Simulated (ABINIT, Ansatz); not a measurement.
## SrCl2 (Fm-3m): from Born charge to LO-TO splitting

How high does the longitudinal optical mode of SrCl2 (Fm-3m) lie, given the transverse one, the Born charge and ε∞?

Main program and level: ABINIT 10.8.3; DFT LDA, scalar-relativistic, plane waves, PseudoDojo norm-conserving pseudopotentials.

## 1. Set-up

It takes space group Fm-3m (No. 225, cubic). The conventional cell has a = 6.799 Å, b = 6.799 Å, c = 6.799 Å, α = 90.00°, β = 90.00°, γ = 90.00°. Sr has 8 Cl at 2.94 Å nearest. Nearest to Cl lie 4 Sr at 2.94 Å. Farther neighbours and most contacts between anions are not listed.

Coordinates:

```cif
data_structure
_symmetry_space_group_name_H-M 'Fm-3m'
_symmetry_Int_Tables_number 225
_cell_length_a 6.7990
_cell_length_b 6.7990
_cell_length_c 6.7990
_cell_angle_alpha 90.000
_cell_angle_beta 90.000
_cell_angle_gamma 90.000
_cell_volume 314.30
loop_
_atom_site_label
_atom_site_type_symbol
_atom_site_symmetry_multiplicity
_atom_site_Wyckoff_symbol
_atom_site_fract_x
_atom_site_fract_y
_atom_site_fract_z
_atom_site_occupancy
Sr1 Sr 4 a 0.00000 0.00000 0.00000 1
Cl1 Cl 8 c 0.25000 0.75000 0.75000 1
```

This is the cell after its relaxation at this level of theory, not the database cell from which that began.

## 2. What the response run gave

A linear-response run on the relaxed cell, with the response to an electric field; only its zone-centre results are used. Cutoff 28 Ha, k mesh 4×4×4 with shifts.

Numbers of over 12 decimals in the logs are rounded to 6 here.

Log:

```text
[banners, grids, parts of the stress and lines that vanish by symmetry left out]
- input  file    -> dfpt_gamma.abi
- output file    -> dfpt_gamma.abo
- root for input  files -> dfpt_gammai
[...]
DATASET    1 : space group Fm -3 m (#225); Bravais cF (face-center cubic)
[...]
nfft =       91125          nkpt =         128
[...]
DATASET    2 : space group Fm -3 m (#225); Bravais cF (face-center cubic)
[...]
nfft =       91125          nkpt =         128
[...]
== DATASET  1 ==================================================================
[...]
cutoff_energies: {ecut:  28.0, pawecutdg:  -1.0, }
[...]
- 17.00000   7.00000  180309                  znucl, zion, pspdat
[...]
Perturbation : derivative vs k along direction   1
[...]
-ETOT  1  -16.396782461095     -1.640E+01 5.392E-02 0.000E+00
 ETOT  2  -16.427009744651     -3.023E-02 1.876E-04 0.000E+00
 ETOT  3  -16.427128091805     -1.183E-04 1.166E-06 0.000E+00
 ETOT  4  -16.427128727306     -6.355E-07 8.141E-09 0.000E+00
 ETOT  5  -16.427128731155     -3.849E-09 9.904E-11 0.000E+00
[...]
At SCF step   10   max residual=  9.99E-21 < tolwfr=  1.00E-20 =>converged.
[...]
Perturbation : derivative vs k along direction   2
[...]
-ETOT  1  -16.396782460844     -1.640E+01 5.392E-02 0.000E+00
[...]
At SCF step   10   max residual=  9.95E-21 < tolwfr=  1.00E-20 =>converged.
[...]
Perturbation : derivative vs k along direction   3
[...]
-ETOT  1  -16.396782460593     -1.640E+01 5.392E-02 0.000E+00
[...]
At SCF step   10   max residual=  9.99E-21 < tolwfr=  1.00E-20 =>converged.
[...]
1        1       1.3476945738   -0.0000000000
     1        2       0.6738472869   -0.0000000000
     1        3       0.6738472869   -0.0000000000
     2        1       0.6738472869   -0.0000000000
     2        2       1.3476945738    0.0000000000
     2        3       0.6738472869    0.0000000000
     3        1       0.6738472869   -0.0000000000
     3        2       0.6738472869    0.0000000000
     3        3       1.3476945738    0.0000000000
[...]
== DATASET  2 ==================================================================
[...]
cutoff_energies: {ecut:  28.0, pawecutdg:  -1.0, }
[...]
Perturbation : displacement of atom   1   along direction   1
[...]
-ETOT  1   4.525377     -2.054E+03 1.017E+01 6.548E+02
[...]
At SCF step   10       vres2   =  1.58E-11 < tolvrs=  1.00E-10 =>converged.
[...]
At SCF step   11       vres2   =  1.43E-11 < tolvrs=  1.00E-10 =>converged.
[...]
Perturbation : homogeneous electric field along direction   1
[...]
-ETOT  1  -54.819255234234     -5.482E+01 4.544E-01 2.459E+04
[...]
ETOT 10  -64.440741115951     -7.475E-12 2.088E-14 9.466E-10
 ETOT 11  -64.440741115951     -2.842E-13 7.909E-16 1.878E-11
 At SCF step   11       vres2   =  1.88E-11 < tolvrs=  1.00E-10 =>converged.
[...]
Dielectric tensor, in cartesian coordinates,
[...]
1    5   1    5         3.1286519151        -0.0000000000
   1    5   2    5        -0.0000000000        -0.0000000000
   1    5   3    5        -0.0000000000        -0.0000000000
   2    5   1    5        -0.0000000000        -0.0000000000
   2    5   2    5         3.1286519151        -0.0000000000
   2    5   3    5        -0.0000000000        -0.0000000000
   3    5   1    5        -0.0000000000        -0.0000000000
   3    5   2    5        -0.0000000000        -0.0000000000
   3    5   3    5         3.1286519151        -0.0000000000
  Effective charges, in cartesian coordinates,
[...]
1    1   1    5         2.4882563088         0.0000000000
   2    1   1    5         0.0000000000         0.0000000000
   3    1   1    5        -0.0000000000         0.0000000000
   1    2   1    5        -1.2436752597         0.0000000000
   2    2   1    5         0.0000000000         0.0000000000
[...]
Effective charges, in cartesian coordinates,
[...]
2    5   1    3         0.0000000000         0.0000000000
   3    5   1    3         0.0000000000         0.0000000000
   1    5   2    3         0.0000000000         0.0000000000
   2    5   2    3        -1.2436752246         0.0000000000
   3    5   2    3         0.0000000000         0.0000000000
   1    5   3    3         0.0000000000         0.0000000000
   2    5   3    3         0.0000000000         0.0000000000
   3    5   3    3        -1.2436752246         0.0000000000
  Phonon wavevector (reduced coordinates) :  0.00000  0.00000  0.00000
 Phonon energies in Hartree :
[...]
Phonon frequencies in cm-1    :
-  2.743697E-01  2.743699E-01  2.743706E-01  1.553950E+02  1.553950E+02
-  1.553950E+02  1.915818E+02  1.915818E+02  1.915818E+02
  Phonon at Gamma, with non-analyticity in the
[...]
Phonon energies in Hartree :
[...]
Phonon frequencies in cm-1    :
-  2.743697E-01  2.743699E-01  2.751843E-01  1.553950E+02  1.553950E+02
-  1.915818E+02  1.915818E+02  1.915818E+02  2.361296E+02
  Phonon at Gamma, with non-analyticity in the
[...]
Phonon energies in Hartree :
[...]
Phonon frequencies in cm-1    :
-  2.743697E-01  2.743706E-01  2.751836E-01  1.553950E+02  1.553950E+02
-  1.915818E+02  1.915818E+02  1.915818E+02  2.361296E+02
  Phonon at Gamma, with non-analyticity in the
[...]
Phonon energies in Hartree :
[...]
Phonon frequencies in cm-1    :
-  2.743699E-01  2.743706E-01  2.751833E-01  1.553950E+02  1.553950E+02
-  1.915818E+02  1.915818E+02  1.915818E+02  2.361296E+02
[...]
fcart2     0.0000000000E+00  0.0000000000E+00  0.0000000000E+00
           strten2     0.0000000000E+00  0.0000000000E+00  0.0000000000E+00
================================================================================
```

```
                       quantity   value
             cell volume Ω (Å³)  78.574
                 mass of Sr (u)  87.620
                 mass of Cl (u)  35.450
     Born charge of Sr, raw (e)   2.488
     Born charge of Cl, raw (e)  -1.244
                             ε∞   3.129
ω(TO) after the sum rule (cm⁻¹)   155.4
```

## 3. The calculation

The charges must sum to zero over the cell; taking off their mean, 0.000 e, leaves Z* = 2.488 e on Sr. In the polar mode Sr moves against the two Cl, so the reduced mass is μ = 87.62 × 70.90 / 158.52 = 39.189 u.

A longitudinal wave builds up a field that adds to the restoring force: ω(LO)² = ω(TO)² + 4π Z*² / (μ Ω ε∞), in Hartree atomic units. With μ = 71437 electron masses and Ω = 530.24 bohr³ the second term is 6.5637e-07 Ha², or 31617 cm⁻² (1 Ha = 219474.6 cm⁻¹).

So ω(LO) = √(24146 + 31617) = 236.1 cm⁻¹, and by the Lyddane-Sachs-Teller relation ε₀ = ε∞ (ω(LO)/ω(TO))² = 7.23.

## 4. Check against the program

The analysis program adds the same non-analytic term to the full matrix.

Log:

```text
[banners, grids, parts of the stress and lines that vanish by symmetry left out]
-outvars_anaddb: echo values of input variables ----------------------

 Flags :
[...]
Dielectric Tensor and Effective Charges
[...]
Effective charge tensors after
[...]
Phonon wavevector (reduced coordinates) :  0.00000  0.00000  0.00000
 Phonon energies in Hartree :
[...]
Phonon energies in meV     :
-  0.000000E+00  0.000000E+00  0.000000E+00  1.926649E+01  1.926649E+01
-  1.926649E+01  2.375310E+01  2.375310E+01  2.375310E+01
 Phonon frequencies in cm-1    :
-  0.000000E+00  0.000000E+00  0.000000E+00  1.553947E+02  1.553947E+02
-  1.553947E+02  1.915816E+02  1.915816E+02  1.915816E+02
 Phonon frequencies in Thz     :
-  0.000000E+00  0.000000E+00  0.000000E+00  4.658617E+00  4.658617E+00
-  4.658617E+00  5.743473E+00  5.743473E+00  5.743473E+00
 Phonon energies in Kelvin  :
-  0.000000E+00  0.000000E+00  0.000000E+00  2.235784E+02  2.235784E+02
-  2.235784E+02  2.756432E+02  2.756432E+02  2.756432E+02
[...]
-  1  0.00000000E+00  0.00000000E+00 -1.86024719E-03
-     0.00000000E+00  0.00000000E+00  0.00000000E+00
-  2  0.00000000E+00  0.00000000E+00 -1.86024587E-03
-     0.00000000E+00  0.00000000E+00  0.00000000E+00
-  3  0.00000000E+00  0.00000000E+00 -1.86024587E-03
-     0.00000000E+00  0.00000000E+00  0.00000000E+00
[...]
-  1  0.00000000E+00 -1.86024719E-03  0.00000000E+00
-     0.00000000E+00  0.00000000E+00  0.00000000E+00
-  2  0.00000000E+00 -1.86024587E-03  0.00000000E+00
-     0.00000000E+00  0.00000000E+00  0.00000000E+00
-  3  0.00000000E+00 -1.86024587E-03  0.00000000E+00
-     0.00000000E+00  0.00000000E+00  0.00000000E+00
[...]
-  1  1.86024719E-03  0.00000000E+00  0.00000000E+00
-     0.00000000E+00  0.00000000E+00  0.00000000E+00
-  2  1.86024587E-03  0.00000000E+00  0.00000000E+00
-     0.00000000E+00  0.00000000E+00  0.00000000E+00
-  3  1.86024587E-03  0.00000000E+00  0.00000000E+00
-     0.00000000E+00  0.00000000E+00  0.00000000E+00
[...]
-  1  0.00000000E+00  0.00000000E+00  1.67343320E-03
-     0.00000000E+00  0.00000000E+00  0.00000000E+00
[...]
-     0.00000000E+00  0.00000000E+00  0.00000000E+00
[...]
-     0.00000000E+00  0.00000000E+00  0.00000000E+00
[...]
-     0.00000000E+00  0.00000000E+00  0.00000000E+00
[...]
-     0.00000000E+00  0.00000000E+00  0.00000000E+00
[...]
-   8     Real    0.0000E+00  0.0000E+00  0.0000E+00  0.0000E+00  0.0000E+00  0.0000E+00  0.0000E+00
[...]
-   9     Real    0.0000E+00  0.0000E+00  0.0000E+00  0.0000E+00  0.0000E+00  0.0000E+00  0.0000E+00
[...]
Phonon at Gamma, with non-analyticity in the
[...]
Phonon energies in Hartree :
[...]
Phonon energies in meV     :
-  0.000000E+00  0.000000E+00  0.000000E+00  1.926649E+01  1.926649E+01
[...]
Phonon frequencies in cm-1    :
[...]
Phonon frequencies in Thz     :
[...]
Phonon energies in Kelvin  :
[...]
Phonon at Gamma, with non-analyticity in the
[...]
Phonon energies in Hartree :
[...]
Phonon energies in meV     :
-  0.000000E+00  0.000000E+00  0.000000E+00  1.926649E+01  1.926649E+01
[...]
Phonon frequencies in cm-1    :
-  0.000000E+00  0.000000E+00  0.000000E+00  1.553947E+02  1.553947E+02
[...]
Phonon frequencies in Thz     :
-  0.000000E+00  0.000000E+00  0.000000E+00  4.658617E+00  4.658617E+00
[...]
Phonon energies in Kelvin  :
-  0.000000E+00  0.000000E+00  0.000000E+00  2.235784E+02  2.235784E+02
[...]
-     0.00000000E+00  0.00000000E+00  0.00000000E+00
[...]
-     0.00000000E+00  0.00000000E+00  0.00000000E+00
[...]
Phonon at Gamma, with non-analyticity in the
[...]
Phonon energies in Hartree :
[...]
Phonon energies in meV     :
-  0.000000E+00  0.000000E+00  0.000000E+00  1.926649E+01  1.926649E+01
-  2.375310E+01  2.375310E+01  2.375310E+01  2.927764E+01
 Phonon frequencies in cm-1    :
-  0.000000E+00  0.000000E+00  0.000000E+00  1.553947E+02  1.553947E+02
-  1.915816E+02  1.915816E+02  1.915816E+02  2.361401E+02
 Phonon frequencies in Thz     :
-  0.000000E+00  0.000000E+00  0.000000E+00  4.658617E+00  4.658617E+00
-  5.743473E+00  5.743473E+00  5.743473E+00  7.079302E+00
 Phonon energies in Kelvin  :
-  0.000000E+00  0.000000E+00  0.000000E+00  2.235784E+02  2.235784E+02
-  2.756432E+02  2.756432E+02  2.756432E+02  3.397529E+02
[...]
-  1  2.00101318E-06  7.93229161E-06 -1.86022910E-03
-     0.00000000E+00  0.00000000E+00  0.00000000E+00
-  2  2.00076362E-06  7.93203784E-06 -1.86022802E-03
-     0.00000000E+00  0.00000000E+00  0.00000000E+00
[...]
-     0.00000000E+00  0.00000000E+00  0.00000000E+00
[...]
-     0.00000000E+00  0.00000000E+00  0.00000000E+00
[...]
-  2  2.78150787E-03  0.00000000E+00  0.00000000E+00
-     0.00000000E+00  0.00000000E+00  0.00000000E+00
-  3 -2.78150787E-03  0.00000000E+00  0.00000000E+00
-     0.00000000E+00  0.00000000E+00  0.00000000E+00
[...]
Direction                     Dielectric constant
[...]
0.00000   0.00000   1.00000      7.22477228
   1.00000   1.00000   1.00000      7.22477228
-
```

```
    quantity  by hand  program
ω(LO) (cm⁻¹)    236.1    236.1
          ε₀     7.23     7.22
```

## 5. Summary of results

| Item | Value |
| --- | --- |
| TO mode | 155.4 cm⁻¹ |
| LO mode | 236.1 cm⁻¹ |
| static dielectric constant | 7.225 |

In words: The LO mode of SrCl2 (Fm-3m) lies at 236 cm⁻¹, 81 cm⁻¹ above the TO mode; the formula meets the program within 0.1 cm⁻¹, as it must for a cubic crystal with one polar mode. ω(LO)² − ω(TO)² goes with Z*²/ε∞: an error of 5 % in ε∞ would move the LO mode by 3.2 cm⁻¹, and semilocal functionals tend to overestimate ε∞. These are harmonic values at zero temperature, at the volume of this functional, for the structure held cubic; stability elsewhere in the zone is no part of this calculation.

[Host names and launcher messages were left out of these logs when they were recorded.]

[Logs are printed without paths, hosts, clocks, repeated set-up lines and the standing remarks that a program may print on its own settings, such as how far it seeks lower states.]

[Hosts, paths, dates, database ids (printed as entryN), source tags and the programs' standing remarks are cut or masked in the printed files.]
